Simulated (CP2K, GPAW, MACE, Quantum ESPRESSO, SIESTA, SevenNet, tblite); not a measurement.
**Other levels on generalised stacking fault on (111) (glide set) of a Ge-Sn solid solution (48 atoms)**

The cell holds 48 atoms: 34 Ge and 14 Sn. Cell: a = 8.334 Å, b = 7.218 Å, c = 20.518 Å, α = 90.0°, β = 89.0°, γ = 90.0°. Diamond-structure Ge lattice (a = 5.8932 Å, the value set for the mixture), cell with z along [111], 2 x 1 x 2 periods; the third cell vector is tilted by 0.083 of 1/2[1-10] and lengthened by 0.1 Å, so the cell holds one fault (glide set); displaced by a Gaussian of 0.01 Å; 14 of 48 Ge sites given to Sn at random (lattice constant by Vegard's rule between Ge and Sn). Then every atom was moved at random, 0.03 Å r.m.s. a Cartesian component.

Geometry: as built.

The reference, a calculation:

```
method                 : Kohn-Sham DFT, PBE, SSSP efficiency 1.3.0 pseudopotentials, plane waves (Quantum ESPRESSO 7.5); sssp-pbe-1.3.0-efficiency, cutoffs 45/360 Ry, Γ point
r.m.s. force component : 1.199 eV/Å
longest force          : 4.97 eV/Å
pressure               : 8.422 GPa
time                   : 2.8 min on 4 MPI ranks of Arm Neoverse V1, shared host
CPU time               : 11 min
```

Runs, in no order:
A. GPAW PBE, LCAO szp(dzp), h 0.2 Å: Kohn-Sham DFT, PBE, PAW, atomic orbitals (szp(dzp))
B. MACE MP-0b2 small potential: machine-learned interatomic potential MACE MP-0b2 small, trained on PBE(+U) plane-wave data
C. QE PBE, sssp-1.3.0-efficiency, 45/360 Ry, rmm-davidson: Kohn-Sham DFT, PBE, SSSP efficiency 1.3.0 pseudopotentials, plane waves
D. GPAW LDA, LCAO dzp, h 0.2 Å: Kohn-Sham DFT, LDA, PAW, atomic orbitals (dzp)

**Question.** Rank the runs by how far their forces lie from the reference's, least first.

C, D, A, B.

```csv
run,"Δ force, r.m.s. (meV/Å)",share of r.m.s. force (%),CPU time
"C. QE PBE, sssp-1.3.0-efficiency, 45/360 Ry, rmm-davidson",5.22,0.436,13 min
"D. GPAW LDA, LCAO dzp, h 0.2 Å",69.6,5.81,2.4 min
"A. GPAW PBE, LCAO szp(dzp), h 0.2 Å",169,14.1,2.2 min
B. MACE MP-0b2 small potential,345,28.8,7.3 s
```

Machine-learned potentials mimic data converged in k, so the reference's own k-point error enters their differences. The electronic-structure runs sample only Γ, in a cell whose shortest periodic width is 7 Å, which is coarse for a cell with partly filled levels.

[Logs are printed without paths, hosts, clocks, repeated set-up lines and the standing remarks that a program may print on its own settings, such as how far it seeks lower states.]

[Hosts, paths, dates, database ids (printed as entryN), source tags and the programs' standing remarks are cut or masked in the printed files.]
